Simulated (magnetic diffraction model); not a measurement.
## Mn2CoAs2: what an assumed order does to the neutron pattern

Space group Pmmn (no. 59, origin choice 1), a = 3.2240 Å, b = 12.9120 Å, c = 3.1370 Å.

| site | atom | x | y | z |
| --- | --- | --- | --- | --- |
| 4e | As | 1/2 | 0.6605 | 0.7564 |
| 2a | Co | 1/2 | 1/2 | 0.7384 |
| 4e | Mn | 1/2 | 0.1484 | 0.7617 |

This is a made-up structure (elements placed in a structure type, unrelaxed), so the numbers test the method and describe no known phase.

Only Co and Mn are taken to order (form factors of Co2+ and Mn2+); orders and moment sizes are assumed, and not adapted to the symmetry. Radiation: neutrons of λ = 1.594 Å, 5° to 60°; isotropic B of 0.28 Å² (As), 0.26 Å² (Co) and 0.36 Å² (Mn). Simulated constant-wavelength pattern: nuclear and magnetic terms add, the magnetic one as |2.695 fm × Σ f S⊥ exp(2πi Q·r) exp(−B s²)|², summed over all Q at one angle with the factor 1/(sin²θ cos θ). For collinear order S is the moment m, which repeats by lattice and centring translations R with the sign exp(−2πi k·R). Free-ion form factors, Sears's scattering lengths of 1992, no absorption; a label names one of the reflections at its angle. The strongest nuclear line in the range is 100, and lines under 0.2 are left out.

Assume the order k = (1/2 1/2 1/2), collinear moments along [001], 1.75 μB on Co and 1.02 μB on Mn; signs + at (1/2, 1/2, 0.7384), + at (0, 0, 0.2616), + at (1/2, 0.1484, 0.7617), + at (1/2, 0.8516, 0.7617), + at (0, 0.3516, 0.2383), + at (0, 0.6484, 0.2383).

Predict the pattern, nuclear and magnetic parts apart.

```tsv
2θ (°)	index	nuclear	magnetic
14.18	(0 2 0)	1.0	0.0
20.73	(1/2 1/2 1/2)	0.0	17.9
23.07	(1/2 3/2 1/2)	0.0	4.0
27.18	(1/2 5/2 1/2)	0.0	14.4
29.52	(1 1 0)	91.5	0.0
30.31	(0 1 1)	86.7	0.0
32.45	(1/2 7/2 1/2)	0.0	7.1
35.98	(1 3 0)	100.0	0.0
36.65	(0 3 1)	96.4	0.0
38.48	(1/2 9/2 1/2)	0.0	1.7
41.52	(1 0 1)	16.8	0.0
43.48	(0 6 0)	10.4	0.0
44.09	(1 2 1)	0.5	0.0
45.04	(1/2 11/2 1/2)	0.0	4.0
46.30	(3/2 1/2 1/2)	0.0	3.0
46.59	(1 5 0)	8.2	0.0
47.12	(0 5 1)	8.0	0.0
47.15	(1 3 1)	0.6	0.0
47.38	(1/2 1/2 3/2)	0.0	0.3
47.50	(3/2 3/2 1/2)	0.0	0.7
49.83	(3/2 5/2 1/2)	0.0	2.6
50.85	(1/2 5/2 3/2)	0.0	0.6
52.03	(1/2 13/2 1/2)	0.0	1.3
53.17	(3/2 7/2 1/2)	0.0	1.5
54.15	(1/2 7/2 3/2)	0.0	0.5
57.42	(3/2 9/2 1/2)	0.0	0.4
59.18	(0 8 0)	0.7	0.0
59.26	(2 0 0)	4.5	0.0
59.43	(1/2 15/2 1/2)	0.0	0.5
59.71	(1 7 0)	48.0	0.0
```

The strongest magnetic line in the range is (1/2 1/2 1/2) at 20.73° (17.9). On top of the Lorentz factor, which all lines share, magnetic lines fade with angle because f falls: for Co2+ it is 0.91, 0.71, 0.49 and 0.18 at sin θ/λ = 0.1, 0.2, 0.3 and 0.5 Å⁻¹, while nuclear lengths stay constant. The order has no net moment.

[Logs are printed without paths, hosts, clocks, repeated set-up lines and the standing remarks that a program may print on its own settings, such as how far it seeks lower states.]
